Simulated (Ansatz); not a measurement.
**Dy2TeSe2: relaxing a made-up structure**

Starting from a made-up structure for Dy2TeSe2, the aim is the relaxed cell, its shortest contacts and, where a second run follows, its electronic structure.

Method: DFT, PBE, plane-wave PAW, default files, scalar-relativistic, ferromagnetic start, cell and ions relaxed at zero pressure, in the first sound run; inputs show where later runs differ, in Ansatz 0.2.0.

In doubt: a part-filled 4f shell, where there is one, can sit in one of many states, so energies may not be the lowest and differences between runs may mislead; derivatives with an open 4f shell can jump between states, which bears on forces and vibrations.

## Step 1: The structure

It takes space group Immm (No. 71, orthorhombic). Conventional cell: a = 4.301 Å, b = 5.459 Å, c = 13.760 Å, α = 90.00°, β = 90.00°, γ = 90.00°. Nearest to Dy lie 4 Se at 2.78 to 2.83 Å and 2 Te at 3.12 Å. Nearest to Te lie 4 Dy at 3.12 Å. Se has 4 Dy at 2.78 to 2.83 Å nearest. Farther neighbours and most contacts between anions are not listed.

Structure file:

```cif
data_structure
_symmetry_space_group_name_H-M 'P 1'
_symmetry_Int_Tables_number 1
_cell_length_a 7.7077
_cell_length_b 7.7077
_cell_length_c 7.7077
_cell_angle_alpha 147.598
_cell_angle_beta 138.520
_cell_angle_gamma 53.594
_cell_volume 161.54
loop_
_atom_site_label
_atom_site_type_symbol
_atom_site_fract_x
_atom_site_fract_y
_atom_site_fract_z
_atom_site_occupancy
Dy1 Dy 0.16460 0.66460 0.50000 1
Dy2 Dy 0.83540 0.33540 0.50000 1
Te3 Te 0.00000 0.00000 0.00000 1
Se4 Se 0.29850 0.29850 0.00000 1
Se5 Se 0.70150 0.70150 0.00000 1
```

## Step 2: Relaxing cell and atoms

The guessed cell has no reason to be at equilibrium. It is relaxed with the atoms, within the space group of the guess.

input.yaml

```yaml
crystal:
  lattice:
    - [-2.1505, 2.7295, 6.88]
    - [2.1505, -2.7295, 6.88]
    - [2.1505, 2.7295, -6.88]
  atoms:
    - { symbol: Dy, position: [0.1646, 0.6646, 0.5], spin: 5.0 }
    - { symbol: Dy, position: [0.8354, 0.3354, 0.5], spin: 5.0 }
    - { symbol: Te, position: [0.0, 0.0, 0.0] }
    - { symbol: Se, position: [0.2985, 0.2985, 0.0] }
    - { symbol: Se, position: [0.7015, 0.7015, 0.0] }
magnetization:
  spin_polarized: true
kpoints:
  mp_grid: { grid: [8, 8, 8] }
scf:
  occupations: { method: fermi_dirac, width: 0.05 }
hamiltonian:
  xc: pbe
  pseudopotentials: { kind: paw }
relax:
  f_tol: 0.015
  max_steps: 70
  cell: {}
output:
  forces: true
  stress: true
```

Launch:

```
$ ansatz run input.yaml --threads 4 --pin off --max-ram 10240MiB --backend cpu --events-out ev --progress --plain --runs-dir out
```

Numbers of over 12 decimals in the logs are rounded to 6 here.

What it wrote:

```text
basis.fft_grid_basis auto: the FFT boxes are laid along the combinations [[1, 0, 1], [0, 1, 1], [0, 0, 1]] of the cell's own vectors, 5.459, 4.301 and 7.708 Å long. The dense box has 40×30×54 points. Along the cell's own vectors, as sized, it would have 54×54×54, 2.43 times as many. Of the 8 symmetry operations that the crystal satisfies within crystal.symmetry.tolerance (time reversal apart; of a slab, those that ke [...]
Engine: ansatz 0.2.0, x86_64-unknown-linux-gnu
Pseudopotentials: kind: paw
Pseudopotential: Dy, paw, valence charge 20, recommended cutoff 420 eV (normal), Dy.paw.azcp
Pseudopotential: Te, paw, valence charge 16, recommended cutoff 420 eV (normal), Te.paw.azcp
Pseudopotential: Se, paw, valence charge 16, recommended cutoff 420 eV (normal), Se.paw.azcp
Functional definition: PBE
  parameter kappa = 0.804
  parameter beta = 0.066725
  exchange = pbe_x(kappa = kappa, mu = beta*pi^2/3)
  correlation = pbe_c(beta = beta)
Crystal: 5 atoms, lattice volume = 161.537 Å³
Basis set: ecut = 420 eV, 3161 PW (Γ), FFT grids on a1+a3, a2+a3, a3, exchange–correlation on 80×60×108 points (8 copies of the dense FFT grid, shifted against one another)
Bands: 59, of which v1, the nominal top of the filled ones, is band 44 counted from 1 (43 counted from 0)
Symmetry: 8 space group operations
Space group: Immm (ITA 71), of the structure as read, at distance tolerance 5.4e-5 Å
Magnetic group: BNS 71.533 (UNI 631), of the structure as read, at distance tolerance 5.4e-5 Å
k-points: 95 of 512
Non-local potential: Dy, projectors of the file, l = 0: 3, l = 1: 2, l = 2: 2, l = 3: 3
Non-local potential: Te, projectors of the file, l = 0: 2, l = 1: 2, l = 2: 2, l = 3: 2
Non-local potential: Se, projectors of the file, l = 0: 2, l = 1: 2, l = 2: 3, l = 3: 1
PAW form: soft (Blöchl's): semilocal exchange-correlation on the pseudo side does not see the compensation charge
PAW one-centre angular grid: Dy, 590 points (default); XC on 64 Gauss nodes
PAW one-centre angular grid: Te, 590 points (default); XC on 64 Gauss nodes
PAW one-centre angular grid: Se, 590 points (default); XC on 64 Gauss nodes
Initial density: superposition of atomic densities (chi_scale 0.1, normalization cell, long waves kept (reshape's long-wave potential 0.05 eV rms))
Starting moments: Σ|m| = 10 μB on 2 of 5 sites
Initial wavefunctions: pseudopotential atomic-orbital guess
Functional: x = pbe(κ = 0.804, μ = 0.219515), c = pbe(β = 0.066725)
SCF iter   1: F=—  HF=-39139.879236 eV  |F-HF|=—  |Δ(HF+E_count)|=         —  Δρ=3.66e-2 (↑3.48e-2 ↓3.66e-2)  dr2=1.73e1  dr2_m=3.71e-2  M=9.466 μB ∫|m|=9.472 μB  β_m=0.30  ethr=3.10e-3  ⟨swp⟩=6.5  Hψ=40173  notcnv=0  defer=1
Mixer restart at iter 1: flushing history
preconditioner: auto → Kerker (q_TF=auto, 2.466 Å⁻¹)  [metal: Δε(μ)=0.000 eV  Ē_g=5.982 eV  σ=0.050 eV  W_gap=0.00  n_scr=34 (ndim 8)  ℏωp=18.9 eV  f_vac=0.119  D(μ)=45.57/eV (n_scr^D=988)]
spin=Collinear: Kerker preconditioning applied to the charge; magnetization (m = ρ↑ − ρ↓) channel mixes plain (no charge-response kernel on spin).
SCF iter   2: F=—  HF=-39137.862183 eV  |F-HF|=—  |Δ(HF+E_count)|=    2.02e0  Δρ=2.21e-2 (↑2.12e-2 ↓2.21e-2)  dr2=6.61e0  dr2_m=5.00e-2  M=9.661 μB ∫|m|=9.669 μB  β_m=0.44  ethr=3.10e-3  ⟨swp⟩=3.0  Hψ=21483  notcnv=0  defer=515
SCF iter   3: F=—  HF=-39136.691994 eV  |F-HF|=—  |Δ(HF+E_count)|=    1.17e0  Δρ=1.17e-2 (↑1.15e-2 ↓1.17e-2)  dr2=1.61e0  dr2_m=3.42e-2  M=9.742 μB ∫|m|=9.755 μB  β_m=0.52  ethr=3.10e-3  ⟨swp⟩=3.0  Hψ=19990  notcnv=0  defer=560
SCF iter   4: F=—  HF=-39136.428861 eV  |F-HF|=—  |Δ(HF+E_count)|=   2.63e-1  Δρ=1.17e-2 (↑4.70e-3 ↓1.17e-2)  dr2=3.58e-1  dr2_m=3.36e-2  M=9.911 μB ∫|m|=9.932 μB  β_m=0.63  ethr=1.84e-3  ⟨swp⟩=3.0  Hψ=20958  notcnv=0  defer=572
SCF iter   5: F=—  HF=-39136.670124 eV  |F-HF|=—  |Δ(HF+E_count)|=   2.41e-1  Δρ=8.50e-3 (↑2.53e-3 ↓8.50e-3)  dr2=1.67e-1  dr2_m=2.94e-2  M=9.947 μB ∫|m|=9.966 μB  β_m=0.81  ethr=4.06e-4  ⟨swp⟩=3.0  Hψ=19512  notcnv=0  defer=591
SCF iter   6: F=—  HF=-39136.841063 eV  |F-HF|=—  |Δ(HF+E_count)|=         —  Δρ=3.83e-3 (↑1.20e-3 ↓3.83e-3)  dr2=4.46e-2  dr2_m=4.85e-3  M=9.990 μB ∫|m|=10.004 μB  β_m=0.81  ethr=1.90e-4  ⟨swp⟩=3.1  Hψ=22180  notcnv=0  defer=591
Mixer restart at iter 6: flushing history
SCF iter   7: F=—  HF=-39136.860131 eV  |F-HF|=—  |Δ(HF+E_count)|=   1.91e-2  Δρ=2.04e-3 (↑2.04e-3 ↓1.61e-3)  dr2=1.58e-2  dr2_m=2.89e-4  M=9.984 μB ∫|m|=9.997 μB  β_m=0.73  ethr=5.06e-5  ⟨swp⟩=3.0  Hψ=24544  notcnv=0  defer=583
SCF iter   8: F=—  HF=-39136.854193 eV  |F-HF|=—  |Δ(HF+E_count)|=   5.94e-3  Δρ=1.25e-3 (↑6.67e-4 ↓1.25e-3)  dr2=9.33e-3  dr2_m=2.26e-4  M=9.988 μB ∫|m|=10.001 μB  β_m=0.66  ethr=1.80e-5  ⟨swp⟩=2.6  Hψ=21947  notcnv=0  defer=582
SCF iter   9: F=—  HF=-39136.853617 eV  |F-HF|=—  |Δ(HF+E_count)|=   5.76e-4  Δρ=4.68e-4 (↑3.69e-4 ↓4.68e-4)  dr2=2.47e-3  dr2_m=3.86e-5  M=9.986 μB ∫|m|=9.998 μB  β_m=0.83  ethr=1.06e-5  ⟨swp⟩=2.0  Hψ=15820  notcnv=0  defer=582
SCF iter  10: F=—  HF=-39136.854509 eV  |F-HF|=—  |Δ(HF+E_count)|=   8.93e-4  Δρ=2.46e-4 (↑1.52e-4 ↓2.46e-4)  dr2=4.83e-4  dr2_m=1.66e-5  M=9.983 μB ∫|m|=9.996 μB  β_m=0.85  ethr=2.80e-6  ⟨swp⟩=2.0  Hψ=20332  notcnv=0  defer=583
SCF iter  11: F=—  HF=-39136.854764 eV  |F-HF|=—  |Δ(HF+E_count)|=   2.55e-4  Δρ=1.30e-4 (↑7.30e-5 ↓1.30e-4)  dr2=1.83e-4  dr2_m=2.87e-6  M=9.982 μB ∫|m|=9.995 μB  β_m=0.87  ethr=5.48e-7  ⟨swp⟩=2.0  Hψ=19083  notcnv=0  defer=583
SCF iter  12: F=—  HF=-39136.854779 eV  |F-HF|=—  |Δ(HF+E_count)|=   1.49e-5  Δρ=7.05e-5 (↑4.08e-5 ↓7.05e-5)  dr2=4.83e-5  dr2_m=1.67e-6  M=9.982 μB ∫|m|=9.995 μB  β_m=0.93  ethr=2.08e-7  ⟨swp⟩=2.0  Hψ=19523  notcnv=0  defer=583
SCF iter  13: F=—  HF=-39136.854807 eV  |F-HF|=—  |Δ(HF+E_count)|=   2.79e-5  Δρ=4.08e-5 (↑2.14e-5 ↓4.08e-5)  dr2=1.49e-5  dr2_m=4.22e-7  M=9.982 μB ∫|m|=9.995 μB  β_m=0.97  ethr=5.48e-8  ⟨swp⟩=2.0  Hψ=15295  notcnv=0  defer=583
SCF iter  14: F=—  HF=-39136.854820 eV  |F-HF|=—  |Δ(HF+E_count)|=   1.32e-5  Δρ=1.21e-5 (↑6.80e-6 ↓1.21e-5)  dr2=1.73e-6  dr2_m=3.23e-8  M=9.982 μB ∫|m|=9.995 μB  β_m=0.98  ethr=1.69e-8  ⟨swp⟩=2.0  Hψ=18696  notcnv=0  defer=583
SCF iter  15: F=—  HF=-39137.572947 eV  |F-HF|=—  |Δ(HF+E_count)|=         —  Δρ=1.05e-2 (↑5.25e-5 ↓1.05e-2)  dr2=2.57e-2  dr2_m=4.12e-2  M=9.975 μB ∫|m|=9.986 μB  β_m=1.00  ethr=1.96e-9  ⟨swp⟩=2.1  Hψ=15014  notcnv=0  defer=583
Mixer restart at iter 15: flushing history
[...]
relax step   4: F+E_penalty+E_count = -39136.98254568 eV  Δ(F+E_penalty+E_count) = -2.741e-3 eV  max|allowed force component| = 1.174e-2 eV/Å  Δτ_max = 0.0058 Å  P = +0.007 GPa  Ω = 164.167 Å³  energy of the carried Pulay correction = -2.532e-4 eV  (11 SCF iters, dr2 threshold 5.00e-7 eV, accepted)
[...]
relax step   5: F+E_penalty+E_count = -39136.98273927 eV  Δ(F+E_penalty+E_count) = -1.936e-4 eV  max|allowed force component| = 3.622e-3 eV/Å  Δτ_max = 0.0066 Å  P = +0.008 GPa  Ω = 163.983 Å³  energy of the carried Pulay correction = -2.356e-4 eV  (10 SCF iters, dr2 threshold 3.26e-8 eV, accepted)
Initial wavefunctions: pseudopotential atomic-orbital guess (no wavefunctions were taken with the density)
iter 1 solved again at ethr=1.42e-7 eV; its pass at ethr=3.10e-3 eV (dr2=1.25e-4 eV) is discarded
SCF iter   1: F=—  HF=-39136.977382 eV  |F-HF|=—  |Δ(HF+E_count)|=         —  Δρ=1.85e-4 (↑1.85e-4 ↓1.83e-4)  dr2=5.65e-6  dr2_m=2.75e-7  M=9.939 μB ∫|m|=9.950 μB  β_m=0.65  ethr=1.42e-7  ⟨swp⟩=4.0  Hψ=73013  notcnv=0
preconditioner: auto → Kerker (q_TF=auto, 2.459 Å⁻¹)  [metal: Δε(μ)=0.006 eV  Ē_g=10.714 eV  σ=0.050 eV  W_gap=0.03  n_scr=38 (ndim 8)  ℏωp=21.3 eV  f_vac=0.145  D(μ)=12.18/eV (n_scr^D=146)]
spin=Collinear: Kerker preconditioning applied to the charge; magnetization (m = ρ↑ − ρ↓) channel mixes plain (no charge-response kernel on spin).
SCF iter   2: F=—  HF=-39136.982150 eV  |F-HF|=—  |Δ(HF+E_count)|=   4.77e-3  Δρ=6.65e-5 (↑6.65e-5 ↓6.57e-5)  dr2=6.62e-7  dr2_m=4.04e-8  M=9.939 μB ∫|m|=9.950 μB  β_m=0.65  ethr=6.42e-9  ⟨swp⟩=3.0  Hψ=16232  notcnv=0
SCF iter   3: F=—  HF=-39136.982913 eV  |F-HF|=—  |Δ(HF+E_count)|=   7.63e-4  Δρ=5.40e-6 (↑5.36e-6 ↓5.40e-6)  dr2=3.48e-8  dr2_m=6.33e-10  M=9.939 μB ∫|m|=9.950 μB  β_m=0.66  ethr=7.53e-10  ⟨swp⟩=2.8  Hψ=16571  notcnv=0
SCF iter   4: F=—  HF=-39136.982917 eV  |F-HF|=—  |Δ(HF+E_count)|=   3.98e-6  Δρ=2.57e-6 (↑1.93e-6 ↓2.57e-6)  dr2=2.36e-8  dr2_m=5.97e-10  M=9.939 μB ∫|m|=9.950 μB  β_m=0.62  ethr=3.95e-11  ⟨swp⟩=2.0  Hψ=19755  notcnv=0
SCF iter   5: F=—  HF=-39136.982917 eV  |F-HF|=—  |Δ(HF+E_count)|=   3.66e-7  Δρ=1.19e-6 (↑7.04e-7 ↓1.19e-6)  dr2=8.82e-9  dr2_m=4.14e-10  M=9.939 μB ∫|m|=9.950 μB  β_m=0.81  ethr=2.68e-11  ⟨swp⟩=2.0  Hψ=18287  notcnv=0
SCF iter   6: F=—  HF=-39136.982917 eV  |F-HF|=—  |Δ(HF+E_count)|=   4.24e-8  Δρ=1.15e-6 (↑3.82e-7 ↓1.15e-6)  dr2=5.09e-9  dr2_m=3.24e-10  M=9.939 μB ∫|m|=9.950 μB  β_m=0.90  ethr=1.00e-11  ⟨swp⟩=2.0  Hψ=19393  notcnv=0
SCF iter   7: F=—  HF=-39136.982917 eV  |F-HF|=—  |Δ(HF+E_count)|=   1.44e-8  Δρ=7.71e-7 (↑3.15e-7 ↓7.71e-7)  dr2=1.47e-9  dr2_m=1.77e-10  M=9.939 μB ∫|m|=9.950 μB  β_m=0.95  ethr=5.79e-12  ⟨swp⟩=2.1  Hψ=19757  notcnv=0
SCF iter   8: F=—  HF=-39136.982915 eV  |F-HF|=—  |Δ(HF+E_count)|=   2.50e-6  Δρ=8.23e-7 (↑1.89e-7 ↓8.23e-7)  dr2=8.91e-10  dr2_m=2.33e-10  M=9.939 μB ∫|m|=9.950 μB  β_m=0.98  ethr=1.67e-12  ⟨swp⟩=3.1  Hψ=22953  notcnv=0
SCF iter   9: F=—  HF=-39136.982915 eV  |F-HF|=—  |Δ(HF+E_count)|=   5.25e-9  Δρ=7.19e-7 (↑1.99e-7 ↓7.19e-7)  dr2=6.64e-10  dr2_m=1.56e-10  M=9.939 μB ∫|m|=9.950 μB  β_m=0.99  ethr=1.01e-12  ⟨swp⟩=2.1  Hψ=17426  notcnv=0
SCF iter  10: F=—  HF=-39136.982915 eV  |F-HF|=—  |Δ(HF+E_count)|=   1.41e-8  Δρ=4.61e-7 (↑1.40e-7 ↓4.61e-7)  dr2=3.61e-10  dr2_m=6.84e-11  M=9.939 μB ∫|m|=9.950 μB  β_m=0.99  ethr=1.00e-12  ⟨swp⟩=2.2  Hψ=19462  notcnv=0
SCF iter  11: F=—  HF=-39136.982915 eV  |F-HF|=—  |Δ(HF+E_count)|=   1.29e-8  Δρ=3.48e-7 (↑1.52e-7 ↓3.48e-7)  dr2=5.25e-10  dr2_m=4.36e-11  M=9.939 μB ∫|m|=9.950 μB  β_m=1.00  ethr=1.00e-12  ⟨swp⟩=3.0  Hψ=23055  notcnv=0
SCF iter  12: F=—  HF=-39136.982915 eV  |F-HF|=—  |Δ(HF+E_count)|=   4.13e-9  Δρ=2.19e-7 (↑9.85e-8 ↓2.19e-7)  dr2=2.92e-10  dr2_m=1.36e-11  M=9.939 μB ∫|m|=9.950 μB  β_m=1.00  ethr=1.00e-12  ⟨swp⟩=2.2  Hψ=19279  notcnv=0
SCF iter  13: F=—  HF=-39136.982915 eV  |F-HF|=—  |Δ(HF+E_count)|=  2.47e-10  Δρ=1.20e-7 (↑7.75e-8 ↓1.20e-7)  dr2=1.14e-10  dr2_m=1.70e-12  M=9.939 μB ∫|m|=9.950 μB  β_m=1.00  ethr=1.00e-12  ⟨swp⟩=2.0  Hψ=18044  notcnv=0
SCF iter  14: F=—  HF=-39136.982915 eV  |F-HF|=—  |Δ(HF+E_count)|=  2.62e-10  Δρ=4.89e-8 (↑4.30e-8 ↓4.89e-8)  dr2=1.98e-11  dr2_m=7.63e-13  M=9.939 μB ∫|m|=9.950 μB  β_m=1.00  ethr=1.00e-12  ⟨swp⟩=2.3  Hψ=13483  notcnv=0
SCF iter  15: F=-39136.982915 eV  HF=-39136.982915 eV  |F-HF|=2.18e-11  |Δ(HF+E_count)|=  1.60e-10  Δρ=3.12e-8 (↑2.43e-8 ↓3.12e-8)  dr2=8.43e-12  dr2_m=1.12e-13  M=9.939 μB ∫|m|=9.950 μB  ethr=1.00e-12  ⟨swp⟩=3.7  Hψ=41756  notcnv=0
SCF 6 converged in 15 iterations: F = -39136.982915 eV  dr2 = 8.43e-12
relax step   6: F+E_penalty+E_count = -39136.98291457 eV  Δ(F+E_penalty+E_count) = -1.753e-4 eV  max|allowed force component| = 3.547e-3 eV/Å  Δτ_max = 0.0000 Å  P = +0.007 GPa  Ω = 163.983 Å³  stress off target by 2.88e-2 GPa  SCF on the basis re-selected at this cell (its energy is not comparable with the rows above)  (15 SCF iters)
basis re-selected at this cell: Δ(F+E_penalty+E_count) = -1.753e-4 eV, ΔP = -0.001 GPa vs the last step (what re-selecting the basis moved, of the pressure what is left beyond the Pulay correction that the steps carried, after the strain that the cell walked since its last selection, with what the two solves' SCF thresholds leave and, on support functions, any second-order correction that the steps lacked; it is no m [...]
SCF converged after 15 iterations
Magnetization: 9.9389 μB (48.9694 up, 39.0306 down)
Absolute magnetization: 9.9423 μB (∫|ρ↑−ρ↓|, with the PAW one-centre terms)
Spin contamination: 0.0274 ħ² per cell (⟨S²⟩ above its minimum at these occupations)
Per-site moments (μB) at R_I (Å): [(4.756411, 1.182219), (4.756411, 1.182219), (0.090489, 1.277953), (0.066473, 1.182219), (0.066473, 1.182219)]
Free energy (F): -39136.982915 eV
Harris-Foulkes:  -39136.982915 eV  (|F-HF|=2.18e-11)
Internal energy: -39136.882216 eV  (E = F + TS)
E sigma→0 (E₀):  -39136.932565 eV
Entropy (-TS):   -0.100699 eV (-20.140 meV/atom)
Fermi energy:    7.507347 eV
--- Per-component energies (eV) ---
  E_band       = -1209.883023
  E_kinetic    = 1154.744077
  E_local      = -15340.886674  (includes V_loc(G=0)·N_el)
  E_nonlocal   = 35.974567
  E_hartree    = 7132.585604
  E_xc         = -702.219513
  E_vxc        = -725.556487  (∫ρ·V_xc dr)
  E_paw        = -22297.466370  (= ΣΔE_a)
  E_vpaw       = -599.328045  (= ΣTr[D̂ρ^β])
  E_aug_tail   = -0.001365  (compensation charges beyond the density's cutoff)
  E_ewald      = -9119.612542
  E_smearing   = -0.100699  (= −TS)
  E_closure    = 0.000000  (closes the sum)
  Σ components = -39136.982915   (vs F -39136.982915, Δ=0.00e0)
--- Forces (eV/Å), atoms counted from 1 ---
  atom   1  Dy     0.00000000     0.00000000    -0.00354689
  atom   2  Dy     0.00000000     0.00000000     0.00354689
  atom   3  Te     0.00000000     0.00000000     0.00000000
  atom   4  Se     0.00000000     0.00000000     0.00116125
  atom   5  Se     0.00000000     0.00000000    -0.00116125
  max |Σ_I F_I| component: 0.00e0 eV/Å
--- Stress (GPa, compression-positive) ---
        0.002354       0.000000       0.000000
        0.000000       0.028837       0.000000
        0.000000       0.000000      -0.010040
  P = ⅓ Tr σ = 0.0071 GPa (0.071 kbar)
--- Relaxed structure (5 steps of the walk, 5 accepted, 1 SCFs on fresh bases) ---
  F+E_penalty+E_count = -39136.98291457 eV   max|allowed force component| = 3.547e-3 eV/Å   (the final SCF, on the basis selected at the relaxed cell)
  cell:  # Å, volume = 163.9834 Å³
    - [-2.151606, 2.845112, 6.696964]
    - [2.151606, -2.845112, 6.696964]
    - [2.151606, 2.845112, -6.696964]
  atoms:
    - { symbol: Dy, position: [0.166422, 0.666422, 0.5] }
    - { symbol: Dy, position: [0.833578, 0.333578, 0.5] }
    - { symbol: Te, position: [-2.0171203209032643e-19, -2.0171203209032643e-19, 0] }
    - { symbol: Se, position: [0.307774, 0.307774, 0] }
    - { symbol: Se, position: [0.692226, 0.692226, 0] }
```

Wall time 2.5 min (4 threads of Intel Xeon 6975P-C (Granite Rapids), shared host); peak memory 2 GiB.

Step by step:

```
step  energy less that of the first step (eV)  largest force component (eV/Å)  pressure (GPa)  volume (Å³)
   1                                   0.0000                          0.4220            1.91       161.54
   2                                  -0.0529                          0.5044           -1.39       169.75
   3                                  -0.1060                          0.0678           -0.37       165.37
   4                                  -0.1088                          0.0117            0.01       164.17
   5                                  -0.1090                          0.0036            0.01       163.98
  6*                                  -0.1091                          0.0035            0.01       163.98
```

Relaxation steps marked * repeat the geometry before them on a plane-wave basis chosen anew for their cell, so energy and pressure can jump there.

Forces are held to the 8 operations that the run works with; a distortion that breaks them can't arise in this run.

```
conventional cell, symmetrised  before   after  change
                         a (Å)   4.301   4.303  +0.1 %
                         b (Å)   5.459   5.690  +4.2 %
                         c (Å)  13.760  13.394  -2.7 %
              volume (Å³/atom)   32.31   32.80  +1.5 %
```

The atoms that moved most (Å, as changes of fractional coordinates times the final cell):

```
atom     dx     dy      dz  length
 Se4  0.000  0.000   0.124   0.124
 Se5  0.000  0.000  -0.124   0.124
 Dy1  0.000  0.000   0.024   0.024
 Dy2  0.000  0.000  -0.024   0.024
```

Final coordinates:

```cif
data_structure
_symmetry_space_group_name_H-M 'P 1'
_symmetry_Int_Tables_number 1
_cell_length_a 7.5877
_cell_length_b 7.5877
_cell_length_c 7.5877
_cell_angle_alpha 147.054
_cell_angle_beta 135.956
_cell_angle_gamma 56.083
_cell_volume 163.98
loop_
_atom_site_label
_atom_site_type_symbol
_atom_site_fract_x
_atom_site_fract_y
_atom_site_fract_z
_atom_site_occupancy
Dy1 Dy 0.16642 0.66642 0.50000 1
Dy2 Dy 0.83358 0.33358 0.50000 1
Te3 Te 0.00000 0.00000 0.00000 1
Se4 Se 0.30777 0.30777 0.00000 1
Se5 Se 0.69223 0.69223 0.00000 1
```

Numbers from this step:

- free energy: -39136.9829 eV
- energy at zero smearing: -39136.9326 eV
- smearing term TS: 0.1007 eV
- Fermi energy: 7.507 eV
- magnetization: 9.939 μB
- absolute magnetization: 9.942 μB
- site moments: 4.756, 4.756, 0.09049, 0.06647, 0.06647 μB
- electrons: 88
- symmetry operations: 8
- pressure: 0.007050 GPa

Site moment by atom:

```
atom  site moment (μB)
 Dy1              4.76
 Dy2              4.76
 Te3              0.09
 Se4              0.07
 Se5              0.07
```

The shortest distance of each pair, which need not be the same contact before and after:

```
 pair  guess (Å)  relaxed (Å)
Dy–Se      2.776        2.866
Dy–Te      3.123        3.098
Se–Se      3.722        3.888
Se–Te      4.107        4.122
Dy–Dy      4.195        4.211
```

The relaxation ends with a largest force component of 0.0035 eV/Å and a pressure of 0.01 GPa.

(Continued in part 2 of 2.)

[Logs are printed without paths, hosts, clocks, repeated set-up lines and the standing remarks that a program may print on its own settings, such as how far it seeks lower states.]

[Hosts, paths, dates, database ids (printed as entryN), source tags and the programs' standing remarks are cut or masked in the printed files.]
